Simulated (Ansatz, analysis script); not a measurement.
## SrFe2As2: which texture of moments is lowest

Aim: rank collinear and non-collinear patterns of moments in one cell of SrFe2As2.

Method: PBEsol, PAW set soft_1 (files made for PBE), in Ansatz 0.2.0.

**What experiment says.**

For SrFe2As2, orthorhombic antiferromagnetic (powder), “The magnetic form factor of iron in SrFe2As2” (2010, arxiv:1001.3658) quotes earlier work: moment (ordered moment per Fe, earlier powder study (ref 6)) 1.01 ± 0.03 μB [literature value from an earlier powder study; measurement temperature not stated].

Report form: the programs' logs are mostly left out.

## Step 1: The structure

Symmetry: Fmmm, No. 69, orthorhombic system. The conventional cell has a = 5.518 Å, b = 5.578 Å, c = 12.296 Å, α = 90.00°, β = 90.00°, γ = 90.00°. Sr has 8 As at 3.24 to 3.27 Å nearest. Nearest to Fe lie 4 As at 2.39 Å. Nearest to As lie 4 Fe at 2.39 Å and 4 Sr at 3.24 to 3.27 Å. Farther neighbours are not listed.

The cell of this run holds 10 atoms, 4 of them with a starting moment; values «a cell» refer to the cell of the run in question.

## Step 2: Two spin channels first

First a free collinear run, to see which state the typed moments lead to.

input.yaml reads:

```yaml
crystal:
  lattice:
    - [-5.5175, 0.0, 0.0]
    - [0.0, 5.5783, 0.0]
    - [0.0, -2.78915, -6.14825]
  atoms:
    - { symbol: Sr, position: [0.0, 0.0, 0.0] }
    - { symbol: Sr, position: [0.5, 0.5, 0.0] }
    - { symbol: Fe, position: [0.25, 0.0, 0.5], spin: 2.8 }
    - { symbol: Fe, position: [0.75, 0.5, 0.5], spin: 2.8 }
    - { symbol: Fe, position: [0.75, 0.0, 0.5], spin: 2.8 }
    - { symbol: Fe, position: [0.25, 0.5, 0.5], spin: 2.8 }
    - { symbol: As, position: [0.5, 0.1388, 0.2776] }
    - { symbol: As, position: [0.0, 0.6388, 0.2776] }
    - { symbol: As, position: [0.5, 0.8612, 0.7224] }
    - { symbol: As, position: [0.0, 0.3612, 0.7224] }
magnetization:
  spin_polarized: true
kpoints:
  mp_grid: { grid: [4, 6, 6] }
hamiltonian:
  xc: pbesol
  pseudopotentials: { kind: paw, azcp: { folder: soft_1 }, xc_functional: pbe }
scf:
  occupations: { method: fermi_dirac, width: 0.05 }
  max_iter: 120
  convergence: { dr2_threshold: 1.0e-08 }
  lower_state_search: "off"
output:
  write_density: true
  write_potential: true
  elf: true
  volumetric_format: npy
```

On the command line:

```sh
ansatz run input.yaml --threads 2 --pin off --max-ram 5632MiB --backend cpu --events-out ev --progress --plain --runs-dir out
```

Elapsed: 12 min, on 2 threads of Arm Neoverse V1, shared host; peak memory 3.3 GiB; 24 min of CPU time.

Spin moment in the atom's sphere by atom:

| atom | spin moment in the atom's sphere (μB) |
| --- | --- |
| Sr1 | 0.002 |
| Sr2 | 0.002 |
| Fe3 | 0.585 |
| Fe4 | 0.585 |
| Fe5 | 0.585 |
| Fe6 | 0.585 |
| As7 | -0.031 |
| As8 | -0.031 |
| As9 | -0.031 |
| As10 | -0.031 |

Tables count atoms from 1; parts of the log count from 0.

The run ends ferromagnetic, with a net moment of 2.24 μB a cell. Only this order was typed.

Spin density in the ac plane of the conventional cell at fractional y = 0.000, with atoms of Sr and As within 0.2 Å of it.

Ten even steps from '_' (-9.42 × 1e-3 e/Å³) to '@' (3.84 × 1e-3 e/Å³), each cell a mean:
```
**########**++++++****########
++********++==----==++******++
++++**++==--==##++----++****++
++++**++--..--%%++..::==**++++
++++****==..________--++**++++
==++******++--::::==++****++==
..::==++****++==++******==--..
::__..==++**++++++++**++::__..
@@==..--++++++++++++++==::::##
++----++****++++++****++==--==
====++********++**********++==
++****##################****++
++++**########**########****++
--==++********++++******++==--
##==--==****++++++****++----**
%%::..--++**++++++++**==::..**
____..==****++++++****++--____
::--++******++====++****++==::
==++****++==::....--++****++++
++++**++--..__::..__::++**++++
++++**++--..==@@##::::++++++++
++++****++----++==--==++****++
++********++======++**********
##########**++++++****########
```
Columns run along a (5.5 Å), rows up along c (12.3 Å), edges of the conventional cell, whose origin can differ from the input's. Atoms in or near the plane, at fractional coordinates: Sr at (0.00, 0.00), Sr at (0.50, 0.50), As at (0.50, 0.86), As at (0.00, 0.36), As at (0.50, 0.14), As at (0.00, 0.64).

Valence density in the ac plane of the conventional cell at fractional y = 0.000, with atoms of Sr and As within 0.2 Å of it. It is the smooth field of the valence electrons, not physical close to the nuclei.

Values in e/Å³, 24 rows by 15 columns, each cell a mean:
```
 2  2  1  0  0  0  0  0  0  0  0  0  1  2  2
 1  1  0  0  0  0  1  1  1  0  0  0  0  1  1
 0  0  0  0  0  1  4 17 10  1  0  0  0  0  0
 0  0  0  0  0  1  7 28 16  2  0  0  0  0  0
 0  0  0  0  0  0  1  2  2  1  0  0  0  0  0
 0  0  0  0  0  0  0  0  0  0  0  0  0  0  0
 0  0  0  0  0  0  0  0  0  0  0  0  0  0  0
 7  2  1  0  0  0  0  0  0  0  0  0  0  1  5
32  8  1  0  0  0  0  0  0  0  0  0  0  2 21
 7  2  1  0  0  0  0  0  0  0  0  0  0  1  5
 0  0  0  0  0  0  1  2  2  1  0  0  0  0  0
 0  0  0  0  0  1  2  2  2  2  1  0  0  0  0
 0  0  0  0  0  1  2  2  2  2  0  0  0  0  0
 1  1  0  0  0  0  1  1  1  0  0  0  0  0  1
16  4  1  0  0  0  0  0  0  0  0  0  0  2 11
27  7  1  0  0  0  0  0  0  0  0  0  0  2 18
 2  1  0  0  0  0  0  0  0  0  0  0  0  1  2
 0  0  0  0  0  0  0  0  0  0  0  0  0  0  0
 0  0  0  0  0  0  0  0  0  0  0  0  0  0  0
 0  0  0  0  0  1  2  7  4  1  0  0  0  0  0
 0  0  0  0  0  1  8 33 19  2  0  0  0  0  0
 0  0  0  0  0  1  2  7  5  1  0  0  0  0  0
 2  1  0  0  0  0  0  0  0  0  0  0  0  1  2
 2  2  1  0  0  0  0  0  0  0  0  0  1  2  2
```
Columns run along a (5.5 Å), rows up along c (12.3 Å), edges of the conventional cell, whose origin can differ from the input's. Atoms in or near the plane, at fractional coordinates: Sr at (0.00, 0.00), Sr at (0.50, 0.50), As at (0.50, 0.86), As at (0.00, 0.36), As at (0.50, 0.14), As at (0.00, 0.64).

ELF in the ac plane of the conventional cell at fractional y = 0.000, with atoms of Sr and As within 0.2 Å of it. It is the smooth field of the valence electrons, not physical close to the nuclei.

Ten even steps from '_' (0.07) to '@' (0.81), each cell a mean:
```
++@@%%::__--++++++==..__**@@##
@@##--__==##%%%%%%%%**....++%%
..____--####++::--**##++..____
____::==####--__..++##++--..__
....::--++****==++****==--::..
----------==++++++====--------
++++++==--::::::::::----==++++
--++##**==::......::--++##**==
__--####==..________::**##++..
==**%%**..__::----..__==####++
%%%%**::..++@@@@@@%%::..++##%%
==--::__--@@%%::++@@**__..----
++++--__::@@@@++##@@++__::==++
%%%%##==__--##@@%%++..::**%%%%
::++##**::____..____..++##**--
__--####==::______..--**##++..
==****++--::......::--==****++
++++==------------------====++
::::----==++++++++++==----::::
....::==**##++--==****++--::..
____..==####--__..++##++::____
--::__::**%%**==++####==__..--
@@@@++__--##%%%%%%##++..::%%@@
::%%@@::__::--==----..__##@@++
```
Columns run along a (5.5 Å), rows up along c (12.3 Å), edges of the conventional cell, whose origin can differ from the input's. Atoms in or near the plane, at fractional coordinates: Sr at (0.00, 0.00), Sr at (0.50, 0.50), As at (0.50, 0.86), As at (0.00, 0.36), As at (0.50, 0.14), As at (0.00, 0.64).

## Step 3: The same state on a denser mesh

Levels at the Fermi energy are partly filled, so moments and energy differences can hang on the k-mesh, and the state is solved again on a denser one.

input.yaml, the sections that differ from step 2:

```yaml
crystal:
  lattice:
    - [-5.5175, 0.0, 0.0]
    - [0.0, 5.5783, 0.0]
    - [0.0, -2.78915, -6.14825]
  atoms:
    - { symbol: Sr, position: [0.0, 0.0, 0.0] }
    - { symbol: Sr, position: [0.5, 0.5, 0.0] }
    - { symbol: Fe, position: [0.25, 0.0, 0.5], spin: 0.59 }
    - { symbol: Fe, position: [0.75, 0.5, 0.5], spin: 0.59 }
    - { symbol: Fe, position: [0.75, 0.0, 0.5], spin: 0.59 }
    - { symbol: Fe, position: [0.25, 0.5, 0.5], spin: 0.59 }
    - { symbol: As, position: [0.5, 0.1388, 0.2776] }
    - { symbol: As, position: [0.0, 0.6388, 0.2776] }
    - { symbol: As, position: [0.5, 0.8612, 0.7224] }
    - { symbol: As, position: [0.0, 0.3612, 0.7224] }
kpoints:
  mp_grid: { grid: [7, 8, 8] }
basis:
  ecutwfc: 420.0
checkpoint:
  read: start
  write: ck
  compress: false
  write_wavefunctions: false
  write_every: 100000
# magnetization, hamiltonian, scf: as in step 2
# output: removed
```

On the command line:

```sh
ansatz run input.yaml --threads 4 --pin off --max-ram 11264MiB --backend cpu --events-out ev --progress --plain --runs-dir out
```

It took 61 s on 4 threads; peak memory 1.9 GiB.

Spin moment in the atom's sphere by atom:

| atom | spin moment in the atom's sphere (μB) |
| --- | --- |
| Sr1 | 0.003 |
| Sr2 | 0.003 |
| Fe3 | 0.622 |
| Fe4 | 0.622 |
| Fe5 | 0.622 |
| Fe6 | 0.622 |
| As7 | -0.033 |
| As8 | -0.033 |
| As9 | -0.033 |
| As10 | -0.033 |

The run ends ferromagnetic, with a net moment of 2.40 μB a cell, against 2.24 μB on the first mesh.

Signs and angles in the names of the patterns follow the order of the magnetic atoms in the input, which need not be their order in space.

In the spinor runs that follow the search for lower states is off.

## Step 4: Start: ferro

The parallel pattern comes first.

input.yaml, the sections that differ from step 3:

```yaml
crystal:
  lattice:
    - [-5.5175, 0.0, 0.0]
    - [0.0, 5.5783, 0.0]
    - [0.0, -2.78915, -6.14825]
  atoms:
    - { symbol: Sr, position: [0.0, 0.0, 0.0] }
    - { symbol: Sr, position: [0.5, 0.5, 0.0] }
    - { symbol: Fe, position: [0.25, 0.0, 0.5], spin: 0.62, spin_axis: [0.0, 0.0, 1.0] }
    - { symbol: Fe, position: [0.75, 0.5, 0.5], spin: 0.62, spin_axis: [0.0, 0.0, 1.0] }
    - { symbol: Fe, position: [0.75, 0.0, 0.5], spin: 0.62, spin_axis: [0.0, 0.0, 1.0] }
    - { symbol: Fe, position: [0.25, 0.5, 0.5], spin: 0.62, spin_axis: [0.0, 0.0, 1.0] }
    - { symbol: As, position: [0.5, 0.1388, 0.2776] }
    - { symbol: As, position: [0.0, 0.6388, 0.2776] }
    - { symbol: As, position: [0.5, 0.8612, 0.7224] }
    - { symbol: As, position: [0.0, 0.3612, 0.7224] }
magnetization:
  noncollinear: true
# kpoints, hamiltonian, scf, basis: as in step 3
# checkpoint: removed
```

On the command line:

```sh
ansatz run input.yaml --threads 2 --pin off --max-ram 5632MiB --backend cpu --events-out ev --progress --plain --runs-dir out
```

It took 11 min on 2 threads; peak memory 3.9 GiB; 22 min of CPU time.

It ends ferromagnetic; the largest site carries 0.622 μB.

Spin moment in the atom's sphere by atom:

| atom | x (μB) | y (μB) | z (μB) | size |
| --- | --- | --- | --- | --- |
| Sr1 | 0.000 | 0.000 | 0.003 | 0.003 |
| Sr2 | 0.000 | 0.000 | 0.003 | 0.003 |
| Fe3 | 0.000 | 0.000 | 0.622 | 0.622 |
| Fe4 | 0.000 | 0.000 | 0.622 | 0.622 |
| Fe5 | 0.000 | 0.000 | 0.622 | 0.622 |
| Fe6 | 0.000 | 0.000 | 0.622 | 0.622 |
| As7 | 0.000 | 0.000 | -0.033 | 0.033 |
| As8 | 0.000 | 0.000 | -0.033 | 0.033 |
| As9 | 0.000 | 0.000 | -0.033 | 0.033 |
| As10 | 0.000 | 0.000 | -0.033 | 0.033 |

## Step 5: Start: 90 degrees in a plane

A symmetric pattern; a run keeps it where it is stationary.

input.yaml, the sections that differ from step 4:

```yaml
crystal:
  lattice:
    - [-5.5175, 0.0, 0.0]
    - [0.0, 5.5783, 0.0]
    - [0.0, -2.78915, -6.14825]
  atoms:
    - { symbol: Sr, position: [0.0, 0.0, 0.0] }
    - { symbol: Sr, position: [0.5, 0.5, 0.0] }
    - { symbol: Fe, position: [0.25, 0.0, 0.5], spin: 0.62, spin_axis: [1.0, 0.0, 0.0] }
    - { symbol: Fe, position: [0.75, 0.5, 0.5], spin: 0.62, spin_axis: [0.0, 1.0, 0.0] }
    - { symbol: Fe, position: [0.75, 0.0, 0.5], spin: 0.62, spin_axis: [-1.0, 0.0, 0.0] }
    - { symbol: Fe, position: [0.25, 0.5, 0.5], spin: 0.62, spin_axis: [0.0, -1.0, 0.0] }
    - { symbol: As, position: [0.5, 0.1388, 0.2776] }
    - { symbol: As, position: [0.0, 0.6388, 0.2776] }
    - { symbol: As, position: [0.5, 0.8612, 0.7224] }
    - { symbol: As, position: [0.0, 0.3612, 0.7224] }
output:
  write_density: true
  write_potential: true
  elf: true
  volumetric_format: npy
# kpoints, hamiltonian, scf, basis, magnetization: as in step 4
```

It took 21 min on 2 threads; peak memory 4 GiB; 42 min of CPU time.

It ends antiferromagnetic; the largest site carries 1.88 μB.

Spin moment in the atom's sphere by atom:

| atom | x (μB) | y (μB) | z (μB) | size |
| --- | --- | --- | --- | --- |
| Sr1 | 0.00 | 0.00 | 0.00 | 0.00 |
| Sr2 | 0.00 | 0.00 | 0.00 | 0.00 |
| Fe3 | 1.33 | -1.33 | 0.00 | 1.88 |
| Fe4 | -1.33 | 1.33 | 0.00 | 1.88 |
| Fe5 | -1.33 | 1.33 | 0.00 | 1.88 |
| Fe6 | 1.33 | -1.33 | 0.00 | 1.88 |
| As7 | 0.00 | 0.00 | 0.00 | 0.00 |
| As8 | 0.00 | 0.00 | 0.00 | 0.00 |
| As9 | 0.00 | 0.00 | 0.00 | 0.00 |
| As10 | 0.00 | 0.00 | 0.00 | 0.00 |

## Step 6: Start: collinear +-+-

input.yaml, the sections that differ from step 5:

```yaml
crystal:
  lattice:
    - [-5.5175, 0.0, 0.0]
    - [0.0, 5.5783, 0.0]
    - [0.0, -2.78915, -6.14825]
  atoms:
    - { symbol: Sr, position: [0.0, 0.0, 0.0] }
    - { symbol: Sr, position: [0.5, 0.5, 0.0] }
    - { symbol: Fe, position: [0.25, 0.0, 0.5], spin: 0.62, spin_axis: [0.0, 0.0, 1.0] }
    - { symbol: Fe, position: [0.75, 0.5, 0.5], spin: 0.62, spin_axis: [0.0, 0.0, -1.0] }
    - { symbol: Fe, position: [0.75, 0.0, 0.5], spin: 0.62, spin_axis: [0.0, 0.0, 1.0] }
    - { symbol: Fe, position: [0.25, 0.5, 0.5], spin: 0.62, spin_axis: [0.0, 0.0, -1.0] }
    - { symbol: As, position: [0.5, 0.1388, 0.2776] }
    - { symbol: As, position: [0.0, 0.6388, 0.2776] }
    - { symbol: As, position: [0.5, 0.8612, 0.7224] }
    - { symbol: As, position: [0.0, 0.3612, 0.7224] }
# kpoints, hamiltonian, scf, basis, magnetization: as in step 5
# output: removed
```

Wall time 18 min (2 threads); peak memory 4 GiB.

It ends antiferromagnetic; the largest site carries 1.91 μB.

Spin moment in the atom's sphere by atom:

| atom | x (μB) | y (μB) | z (μB) | size |
| --- | --- | --- | --- | --- |
| Sr1 | 0.00 | 0.00 | 0.00 | 0.00 |
| Sr2 | 0.00 | 0.00 | 0.00 | 0.00 |
| Fe3 | 0.00 | 0.00 | 1.91 | 1.91 |
| Fe4 | 0.00 | 0.00 | -1.91 | 1.91 |
| Fe5 | 0.00 | 0.00 | 1.91 | 1.91 |
| Fe6 | 0.00 | 0.00 | -1.91 | 1.91 |
| As7 | 0.00 | 0.00 | 0.00 | 0.00 |
| As8 | 0.00 | 0.00 | 0.00 | 0.00 |
| As9 | 0.00 | 0.00 | 0.00 | 0.00 |
| As10 | 0.00 | 0.00 | 0.00 | 0.00 |

(Part 1 of 2 ends here.)

[Logs and program files are shortened in this print: banners, set-up blocks, solver, clock and traceback lines can be left out without a mark of their own.]

[Logs are printed without paths, hosts, clocks, repeated set-up lines and the standing remarks that a program may print on its own settings, such as how far it seeks lower states.]

[Hosts, paths, dates, database ids (printed as entryN), source tags and the programs' standing remarks are cut or masked in the printed files.]
